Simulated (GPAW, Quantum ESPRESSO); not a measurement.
# N K-edge XANES of Ta2N (P-3m1), part 5 of 5

Do two independent programs agree on the N K edge of Ta2N (P-3m1)? The same cell and functional are run with XSpectra and with GPAW.

Quantum ESPRESSO 7.5 and GPAW 26.7.0; core-hole supercells, plane-wave PAW PBE.

So far. Step 10 (The field without a hole (GPAW)): The mesh shows no gap, so the system is treated as a metal and the core electron is put at the Fermi level (neutral cell). Step 11 (Spectrum without a core hole, N atom 3 (GPAW)): Main maxima below 24 eV (height): 1.9 eV (1.76), 5.6 eV (1.69), 9.8 eV (1.26) and 13.6 eV (0.85). 

## (13) Spectrum with XCH, N atom 3 (GPAW)

Level of this step: X-ray absorption from dipole matrix elements to empty bands, plane-wave PAW PBE (GPAW).

The holes are 5.8 Å apart. The excited electron is kept in the cell, where it fills the lowest empty states and screens the hole. After the field has converged, empty bands are computed with the density fixed and the dipole matrix elements are summed.

xas.py reads:

```python
import numpy as np
from ase import Atoms
from ase.parallel import parprint, paropen
from gpaw import GPAW, PW, FermiDirac, Mixer, MixerDif, setup_paths
from gpaw.test import gen
setup_paths.insert(0, '.')
gen('N', name='fch1s', xcname='PBE', corehole=(1, 0, 1), write_xml=True)
from gpaw.mpi import world
world.barrier()

atoms = Atoms('Ta8N4',
    cell=[[-3.11286151, 0, -4.869841],
     [3.11286151, 0, -4.869841],
     [3.11286151, -5.39163429, 0]],
    scaled_positions=[[0.70597783, 0.03931117, 0.66666667],
     [0.70597783, 0.03931117, 0.16666667],
     [0.20597783, 0.53931117, 0.66666667],
     [0.20597783, 0.53931117, 0.16666667],
     [0.29402217, 0.96068883, 0.83333333],
     [0.29402217, 0.96068883, 0.33333333],
     [0.79402217, 0.46068883, 0.83333333],
     [0.79402217, 0.46068883, 0.33333333],
     [0, 0, 0],
     [0, 0, 0.5],
     [0.5, 0.5, 0],
     [0.5, 0.5, 0.5]],
    pbc=True)
atoms.calc = calc = GPAW(legacy_gpaw=True, mode=PW(500), xc='PBE', setups={8: 'fch1s'},
    kpts={'size': (4, 4, 4), 'gamma': True}, occupations=FermiDirac(0.1),
    charge=-1, mixer=Mixer(0.1, 5, 50), maxiter=150,
    convergence={'density': 0.0001}, txt='scf.txt')
energy = atoms.get_potential_energy() + calc.get_reference_energy()
ef = calc.get_fermi_level()
out = dict(energy=energy, fermi=ef, forces=atoms.get_forces().tolist())
parprint(f'all-electron energy {energy:.4f} eV, Fermi level {ef:.4f} eV')
ev = np.array([[calc.get_eigenvalues(k, s) for k in range(len(calc.get_ibz_k_points()))] for s in range(calc.get_number_of_spins())])
out['homo'], out['lumo'], out['counts'] = ev[ev < ef].max(), ev[ev > ef].min(), sorted(set((ev < ef).sum((0, 2)).tolist()))
out['filled'] = (ev[:, 0] < ef).sum(1).tolist()

from ase.units import Ha
from gpaw.xas import dipole_matrix_elements
nb = int(calc.get_number_of_electrons() / 2) + 140
top, nb = nb, nb + 8 + nb // 12
nscf = calc.fixed_density(kpts={'size': (4, 4, 4), 'gamma': True}, nbands=nb,
    convergence={'bands': top, 'eigenstates': 1e-5}, maxiter=60, txt='nscf.txt')
cell = atoms.cell.array
ops = [cell.T @ U.T @ np.linalg.inv(cell.T) for U in nscf.wfs.kd.symmetry.op_scc]
E = np.arange(-6, 34, 0.1)
fwhm = np.interp(E, [4, 25], [0.9, 3.5])
Y, X, zero, highest = 0, 0, 1e9, 1e9
for spin in range(nscf.get_number_of_spins()):
    wfs = nscf.wfs
    A = dipole_matrix_elements(wfs.setups[8])
    eps = np.zeros((wfs.kd.nibzkpts, nb))
    d = np.zeros((3, A.shape[1], wfs.kd.nibzkpts, nb), complex)
    for kpt in wfs.kpt_u:
        if kpt.s == spin and 8 in kpt.P_ani:
            eps[kpt.k] = kpt.eps_n * Ha
            d[:, :, kpt.k] = (kpt.weight * wfs.nspins / 2) ** 0.5 * np.inner(A, kpt.P_ani[8])
    world.sum(eps)
    world.sum(d)
    T = np.einsum('amkn,bmkn->abkn', d, d.conj()).real
    T = sum(np.einsum('ai,ijkn,bj->abkn', R, T, R) for R in ops) / len(ops)
    empty = eps > ef
    zero, highest = min(zero, eps[empty].min()), min(highest, eps[:, top - 1].min())
    lines = [(eps, T, empty)] if spin == 0 else lines + [(eps, T, empty)]
for eps, T, empty in lines:
    f = np.einsum('aakn->akn', T).reshape(3, -1)
    x = eps.ravel() - zero
    w = np.interp(x, E, fwhm) / 2.35482
    g = np.exp(-0.5 * ((E[:, None] - x) / w) ** 2) / (w * (2 * np.pi) ** 0.5)
    Y = Y + (f * empty.ravel()) @ g.T
    X = X + (f * ~empty.ravel()) @ g.T
out.update(E=E.round(2).tolist(), xas=Y.tolist(), xes=X.tolist(), zero=zero, valid=highest - zero, nk=len(eps), nb=nb)
for i in range(0, len(E), 10):
    parprint(f'{E[i]:7.2f}', *(f'{v:10.3e}' for v in Y[:, i]))
import json
with paropen('out.json', 'w') as f:
    json.dump(out, f)
```

Started as:

```sh
OMP_NUM_THREADS=1 mpirun -n 4 gpaw python xas.py
```

Numbers of over 12 decimals in the logs are rounded to 6 here.

What it wrote:

```text
Input parameters:
  charge: -1
  convergence: {density: 0.0001}
  kpts: {gamma: True,
         size: (4, 4, 4)}
  maxiter: 150
  mixer: {backend: pulay,
          beta: 0.1,
          method: separate,
          nmaxold: 5,
          weight: 50}
  mode: {ecut: 500.0,
         name: pw}
  occupations: {fixmagmom: False,
                name: fermi-dirac,
                width: 0.1}
  setups: {8: fch1s}
  xc: PBE

Initialize ...

[... PAW data sets ...]

Reference energy: -3398886.158606  # eV

Spin-paired calculation

[... convergence settings ...]
Symmetries present (total): 4
  [... symmetry matrices ...]

64 k-points: 4 x 4 x 4 Monkhorst-Pack grid + [1/8,1/8,1/8]
24 k-points in the irreducible part of the Brillouin zone
       k-points in crystal coordinates                weights
   0:     0.00000000    0.00000000    0.00000000          1/64
   1:     0.00000000    0.00000000    0.25000000          2/64
   2:     0.00000000    0.00000000    0.50000000          1/64
   3:     0.25000000   -0.25000000   -0.25000000          2/64
   4:     0.25000000   -0.25000000    0.25000000          2/64
   5:     0.25000000   -0.25000000    0.50000000          4/64
   6:     0.25000000    0.00000000   -0.25000000          4/64
   7:     0.25000000    0.00000000    0.00000000          4/64
   8:     0.25000000    0.00000000    0.25000000          4/64
   9:     0.25000000    0.00000000    0.50000000          4/64
          ...
  23:     0.50000000    0.50000000    0.50000000          1/64

Wave functions: Plane wave expansion
  Cutoff energy: 500.000 eV
  Number of coefficients (min, max): 4110, 4193
  Pulay-stress correction: 0.000000 eV/Ang^3 (de/decut=0.000000)
  Using FFTW library
  Wavefunction extrapolation:
    Improved wavefunction reuse through dual PAW basis

Occupation numbers: Fermi-Dirac:
  width: 0.1000  # eV

Eigensolver
   Davidson(niter=2)

Densities:
  Coarse grid: 35*35*35 grid
  Fine grid: 70*70*70 grid
  Total Charge: 0.000000

Density mixing:
  Method: separate
  Backend: pulay
  Linear mixing parameter: 0.1
  old densities: 5
  Width of damping distribution: 1.1
  Damping of long wavelength oscillations: 50

[... Hamiltonian set-up ...]
Number of atoms: 12
Number of atomic orbitals: 120
Number of bands in calculation: 79
Number of valence electrons: 125
Bands to converge: occupied

... initialized

Initializing position-dependent things.

Density initialized from atomic densities
Creating initial wave functions:
  79 bands from LCAO basis set

              N
                N

         Ta      Ta
              N
           Ta      Ta
                N
            Ta      Ta
               Ta     Ta

Atomic positions and initial magnetic moments

Positions:
   0 Ta     0.000000   -3.594423   -3.629439    ( 0.0000,  0.0000,  0.0000)
   1 Ta    -1.556431   -0.898606   -3.629439    ( 0.0000,  0.0000,  0.0000)
   2 Ta     3.112862   -3.594423   -3.629439    ( 0.0000,  0.0000,  0.0000)
   3 Ta     1.556431   -0.898606   -3.629439    ( 0.0000,  0.0000,  0.0000)
   4 Ta     4.669292   -4.493029   -6.110243    ( 0.0000,  0.0000,  0.0000)
   5 Ta     3.112861   -1.797211   -6.110243    ( 0.0000,  0.0000,  0.0000)
   6 Ta     1.556431   -4.493029   -6.110243    ( 0.0000,  0.0000,  0.0000)
   7 Ta    -0.000000   -1.797211   -6.110243    ( 0.0000,  0.0000,  0.0000)
   8 N      0.000000    0.000000    0.000000    ( 0.0000,  0.0000,  0.0000)
   9 N      1.556431   -2.695817    0.000000    ( 0.0000,  0.0000,  0.0000)
  10 N      0.000000    0.000000   -4.869841    ( 0.0000,  0.0000,  0.0000)
  11 N      1.556431   -2.695817   -4.869841    ( 0.0000,  0.0000,  0.0000)

Unit cell:
           periodic     x           y           z      points  spacing
  1. axis:    yes   -3.112862    0.000000   -4.869841    35     0.1348
  2. axis:    yes    3.112862    0.000000   -4.869841    35     0.1348
  3. axis:    yes    3.112862   -5.391634    0.000000    35     0.1540

  Lengths:   5.779728   5.779728   6.225723
  Angles:   74.377898 105.622102  65.174416

Effective grid spacing dv^(1/3) = 0.1562

iter:   1  -147.597522
iter:   2  -139.557324   -0.64  -1.10
iter:   3  -133.863177   -0.28  -1.19
iter:   4  -133.680701   -1.37  -1.41
iter:   5  -133.501881   -1.57  -1.51
iter:   6  -133.660853   -1.21  -1.70
iter:   7  -133.469368   -2.00  -2.10
iter:   8  -133.466679   -2.55  -2.27
iter:   9  -133.452970c  -2.54  -2.38
iter:  10  -133.450266c  -3.43  -2.77
iter:  11  -133.448242c  -3.87  -2.89
iter:  12  -133.448777c  -3.80  -3.03
iter:  13  -133.447179c  -4.12  -3.05
iter:  14  -133.447149c  -4.56  -3.52
iter:  15  -133.447128c  -5.38  -3.68
iter:  16  -133.447116c  -5.65  -3.86
iter:  17  -133.447118c  -6.45  -4.11c
iter:  18  -133.447119c  -6.39  -4.15c
iter:  19  -133.447117c  -7.04  -4.38c
iter:  20  -133.447117c  -7.84c -4.59c

Converged after 20 iterations.

Dipole moment: (-0.000000, 0.000000, 0.000000) |e|*Ang

Energy contributions relative to reference atoms: (reference = -3398886.158606)

Kinetic:        +97.716301
Potential:     -108.670177
External:        +0.000000
XC:            -120.365671
Entropy (-ST):   -0.198210
Local:           -2.028465
SIC:             +0.000000
--------------------------
Free energy:   -133.546222
Extrapolated:  -133.447117

Showing only first 2 kpts
 Kpt  Band  Eigenvalues  Occupancy
  0    60     13.02179    1.97959
  0    61     13.17872    1.90564
  0    62     13.17986    1.90460
  0    63     13.47589    1.01687

  1    60     12.28610    1.99999
  1    61     12.52005    1.99986
  1    62     13.32895    1.63608
[...]
Fermi level: 13.47926

No gap
No difference between direct/indirect transitions

Forces in eV/Ang:
  0 Ta    0.00000    0.73904    0.68398
  1 Ta    0.82952   -0.60637    0.46142
  2 Ta    0.00000   -0.09727   -0.18206
  3 Ta   -0.82952   -0.60637    0.46142
  4 Ta   -0.82952    0.60637   -0.46142
  5 Ta    0.00000   -0.73904   -0.68398
  6 Ta    0.82952    0.60637   -0.46142
  7 Ta    0.00000    0.09727    0.18206
  8 N     0.00000    0.00000    0.00000
  9 N     0.00000   -0.00000    0.00000
 10 N     0.00000    0.00000    0.00000
 11 N     0.00000    0.00000    0.00000
Scalar-relativistic atomic PBE calculation for N (Nitrogen, Z=7)
Core hole in 1s state (1s occupation: 1.0)
300 radial gridpoints.
|------------------------------------------------|
|------------------------------------------------|
[... the atom generator's iteration count ...]

Energy contributions:
-------------------------
Kinetic:      +38.893141
XC:            -4.740592
Potential:    -73.160590
-------------------------
Total:        -39.008042

state      eigenvalue         ekin         rmax
-----------------------------------------------
1s^1.0 :   -16.784323    23.680985        0.144
2s^2.0 :    -1.344151     3.188451        0.910
2p^3.0 :    -0.921356     2.945085        0.787
-----------------------------------------------
(units: Bohr and Hartree)

Generating PAW setup
Kinetic energy of the core from tauc = 23.696066
Cutoffs:
rc(s)=1.140
rc(p)=1.000
rc(d)=1.090
rc(vbar)=1.120
rc(comp)=1.090
rc(nct)=1.140

Kinetic energy of the core states: 23.680985
Charge: 1.0
Core electrons: 1.0
Valence electrons: 5.0
Pseudo-core charge: 0.003697
Shape function alpha=8.417
Pseudo-electron charge 4.916039
state    eigenvalue         norm
--------------------------------
2s(2) :    -1.344151     1.101188
*s    :    -0.344151
2p(3) :    -0.921356     0.903322
*p    :     0.078644
*d    :     0.000000
--------------------------------

Diagonalizing with gridspacing h=0.050

state   all-electron     PAW
-------------------------------
2s:      -1.344151    -1.345632
2p:      -0.921356    -0.925433
*d:                   -0.065555
*f:                   -0.013847
-------------------------------
<dir> UserWarning: Initial realspace grid (30,30,35) inconsistent with symmetries.
  warnings.warn(
<dir> UserWarning: Initial realspace grid (30,30,35) inconsistent with symmetries.
  warnings.warn(
<dir> UserWarning: Initial realspace grid (30,30,35) inconsistent with symmetries.
  warnings.warn(
<dir> UserWarning: Initial realspace grid (30,30,35) inconsistent with symmetries.
  warnings.warn(
<dir> UserWarning: Using symmetrized grid: (35,35,35).

  warnings.warn('Using symmetrized grid: ({},{},{}).\n'.format(*N_c))
<dir> UserWarning: Using symmetrized grid: (35,35,35).

  warnings.warn('Using symmetrized grid: ({},{},{}).\n'.format(*N_c))
<dir> UserWarning: Using symmetrized grid: (35,35,35).

  warnings.warn('Using symmetrized grid: ({},{},{}).\n'.format(*N_c))
<dir> UserWarning: Using symmetrized grid: (35,35,35).

  warnings.warn('Using symmetrized grid: ({},{},{}).\n'.format(*N_c))
all-electron energy -3399019.6057 eV, Fermi level 13.4793 eV
[...]
31.00  8.607e-05  8.827e-05  7.803e-05
  32.00  7.172e-05  7.344e-05  8.744e-05
  33.00  6.481e-05  6.531e-05  9.371e-05
```

The job ended after 5.1 min (4 MPI ranks of Arm Neoverse V1, shared host; peak memory 0.56 GiB).

The N K spectrum, N atom 3, excited-electron core hole (neutral cell) (energy from the lowest empty level; intensity scaled to a mean of 1 over the first 20 eV; polarised curves are means over the symmetry-equivalent atoms):

```
E (eV)  isotropic  ε ⊥ c  ε ∥ c
 -2.00       0.00   0.00   0.00
 -1.25       0.00   0.00   0.00
 -0.50       0.17   0.14   0.23
  0.25       1.26   1.27   1.23
  1.00       2.35   2.58   1.90
  1.75       2.23   2.03   2.64
  2.50       1.56   1.36   1.96
  3.25       1.62   1.49   1.88
  4.00       1.27   1.20   1.39
  4.75       1.59   1.83   1.13
  5.50       1.47   1.80   0.82
  6.25       1.02   1.18   0.69
  7.00       0.87   0.83   0.95
  7.75       0.88   0.67   1.28
  8.50       0.97   0.78   1.35
  9.25       1.19   1.13   1.31
 10.00       1.07   1.11   1.00
 10.75       0.76   0.80   0.69
 11.50       0.61   0.68   0.47
 12.25       0.68   0.83   0.40
 13.00       0.78   0.93   0.47
 13.75       0.72   0.79   0.59
 14.50       0.60   0.57   0.66
 15.25       0.55   0.48   0.69
 16.00       0.55   0.48   0.68
 16.75       0.53   0.48   0.64
 17.50       0.47   0.44   0.55
 18.25       0.42   0.39   0.48
 19.00       0.41   0.37   0.48
 19.75       0.44   0.39   0.55
 20.50       0.50   0.42   0.65
 21.25       0.55   0.45   0.73
 22.00       0.58   0.49   0.77
 22.75       0.61   0.53   0.76
 23.50       0.63   0.58   0.73
 24.25       0.65   0.63   0.68
 25.00       0.66   0.67   0.63
 25.75       0.68   0.73   0.56
 26.50       0.70   0.80   0.50
 27.25       0.73   0.88   0.45
 28.00       0.76   0.93   0.43
 28.75       0.77   0.94   0.44
 29.50       0.76   0.90   0.49
 30.25       0.73   0.81   0.56
 31.00       0.68   0.71   0.63
 31.75       0.64   0.61   0.69
```

Main maxima below 24 eV (height): 1.3 eV (2.62), 3.0 eV (1.69), 5.0 eV (1.65), 9.4 eV (1.20) and 13.1 eV (0.78). 

The total-energy difference is 406.75 eV. With the free-atom term of -7.82 eV for this edge, the photon energy is 398.94 eV.

## (14) The two programs side by side

The line shapes differ (Lorentzian half width 0.4 eV up to 4 eV, rising linearly to 1.75 eV at 25 eV (not a setting of the program: the run's 0.4 eV curve was folded afterwards with a further Lorentzian above 4 eV), against Gaussian full width 0.9 eV up to 4 eV, rising linearly to 3.5 eV at 25 eV), so both get a further Gaussian of 1.5 eV full width before they are compared; the Lorentzian tails remain.

| E (eV) | XSpectra | GPAW |
| --- | --- | --- |
| -2.00 | 0.13 | 0.01 |
| -1.25 | 0.25 | 0.08 |
| -0.50 | 0.60 | 0.45 |
| 0.25 | 1.24 | 1.24 |
| 1.00 | 1.80 | 1.98 |
| 1.75 | 1.92 | 2.06 |
| 2.50 | 1.75 | 1.75 |
| 3.25 | 1.58 | 1.54 |
| 4.00 | 1.50 | 1.44 |
| 4.75 | 1.49 | 1.47 |
| 5.50 | 1.36 | 1.37 |
| 6.25 | 1.15 | 1.10 |
| 7.00 | 1.01 | 0.93 |
| 7.75 | 0.98 | 0.91 |
| 8.50 | 1.01 | 1.00 |
| 9.25 | 1.02 | 1.09 |
| 10.00 | 0.94 | 1.01 |
| 10.75 | 0.81 | 0.81 |
| 11.50 | 0.72 | 0.68 |
| 12.25 | 0.71 | 0.69 |
| 13.00 | 0.72 | 0.73 |
| 13.75 | 0.68 | 0.70 |
| 14.50 | 0.63 | 0.62 |
| 15.25 | 0.59 | 0.57 |
| 16.00 | 0.56 | 0.54 |
| 16.75 | 0.53 | 0.52 |
| 17.50 | 0.50 | 0.47 |
| 18.25 | 0.48 | 0.43 |
| 19.00 | 0.47 | 0.42 |
| 19.75 | 0.49 | 0.45 |
| 20.50 | 0.51 | 0.50 |
| 21.25 | 0.53 | 0.54 |
| 22.00 | 0.55 | 0.58 |
| 22.75 | 0.57 | 0.61 |
| 23.50 | 0.58 | 0.63 |
| 24.25 | 0.58 | 0.65 |
| 25.00 | 0.58 | 0.66 |
| 25.75 | 0.59 | 0.68 |
| 26.50 | 0.60 | 0.70 |
| 27.25 | 0.61 | 0.73 |
| 28.00 | 0.62 | 0.76 |
| 28.75 | 0.62 | 0.76 |
| 29.50 | 0.62 | 0.75 |
| 30.25 | 0.60 | 0.73 |
| 31.00 | 0.58 | 0.68 |
| 31.75 | 0.56 | 0.65 |

```csv
,XSpectra,GPAW
k mesh of the spectrum,6×6×6,4×4×4
cutoff (eV),626,500
"highest intensity below 16 eV after the common broadening, eV (height)",1.5 (1.93),1.4 (2.11)
"zero, corrected photon energy (eV)",398.2,398.9
"core time, hole field and spectrum",64 min,21 min
```

## (15) With and without the hole

XSpectra's curves. Both curves are counted from their own zero, so only the shift of weight within the empty states shows.

```csv
E (eV),no hole,XCH
-2.0,0.07,0.10
-1.0,0.13,0.21
0.0,0.52,0.94
1.0,1.17,2.02
2.0,1.59,1.77
3.0,1.42,1.66
4.0,1.31,1.31
5.0,1.47,1.55
6.0,1.59,1.20
7.0,1.19,1.00
8.0,1.06,0.88
9.0,1.10,1.21
10.0,1.27,1.07
11.0,1.01,0.69
12.0,0.65,0.63
13.0,0.97,0.90
14.0,0.89,0.66
15.0,0.68,0.57
16.0,0.69,0.59
17.0,0.66,0.54
18.0,0.49,0.42
19.0,0.38,0.38
20.0,0.45,0.52
21.0,0.51,0.57
22.0,0.56,0.57
23.0,0.56,0.67
24.0,0.68,0.67
25.0,0.55,0.58
26.0,0.63,0.68
27.0,0.61,0.66
28.0,0.61,0.68
29.0,0.69,0.77
30.0,0.78,0.71
31.0,0.67,0.57
32.0,0.56,0.55
```

With each curve scaled to its own mean, the area from −2 to 6 eV with the hole is 10.3 against 8.4, and the centre of weight from −1 to 20 eV moves by -0.9 eV: the hole pulls the absorber's empty states down.

## (16) Summary of results

```
absorber and edge                                     : N K, atom 3 of the ground-state input (counted from 1)
surroundings                                          : 6 Ta at 2.18 Å (octahedral, site symmetry -3m)
highest intensity below 16 eV (XSpectra, narrow line) : 1.5 eV above the zero, height 2.21
photon energy of the zero, with the added terms       : 398.2 eV (raw 406.0 eV; uncertain by a few eV)
```

In words: The two programs agree closely: 7 % r.m.s. remains over the first 14 eV after a relative shift of 0.0 eV, and their photon-energy zeros differ by 0.8 eV. In XSpectra the N K edge of atom 3, with 6 Ta at 2.18 Å (octahedral, site symmetry -3m), has its highest intensity of the first 16 eV at 1.5 eV above the zero, near 400 eV in photon energy (uncertain by a few eV), 2.2 times the mean level of the first 20 eV (Lorentzian half width 0.4 eV). In XSpectra: With each curve scaled to its own mean, the area from −2 to 6 eV with the hole is 10.3 against 8.4, and the centre of weight from −1 to 20 eV moves by -0.9 eV: the hole pulls the absorber's empty states down. In GPAW: With each curve scaled to its own mean, the area from −2 to 6 eV with the hole is 10.3 against 8.6, and the centre of weight from −1 to 20 eV moves by -0.8 eV: the hole pulls the absorber's empty states down. In XSpectra, at the N K edge of atom 3 polarisation matters most near 5.5 eV, where the curves differ by 0.8 on this scale. 3 further runs of this session are left out of this account as redundant. The holes are only 5.8 Å apart, so the shape is probably not converged with cell size; no larger cell was run here. The structure is a computed Materials Project entry and may be a hypothetical form.

[Banner, clock and machine lines of the logs are left out without a mark of their own.]

[Logs are printed without paths, hosts, clocks, repeated set-up lines and the standing remarks that a program may print on its own settings, such as how far it seeks lower states.]

[Hosts, paths, dates, database ids (printed as entryN), source tags and the programs' standing remarks are cut or masked in the printed files.]

[Lists of maxima count a maximum above −3 eV only where it reaches 4 % of the highest in the window and stands out from its surroundings by 2 % of it (1.5 % where it reaches 55 %); shoulders and weaker maxima are passed over, and of the rest the first, up to two pre-edge ones and the few strongest are named.]
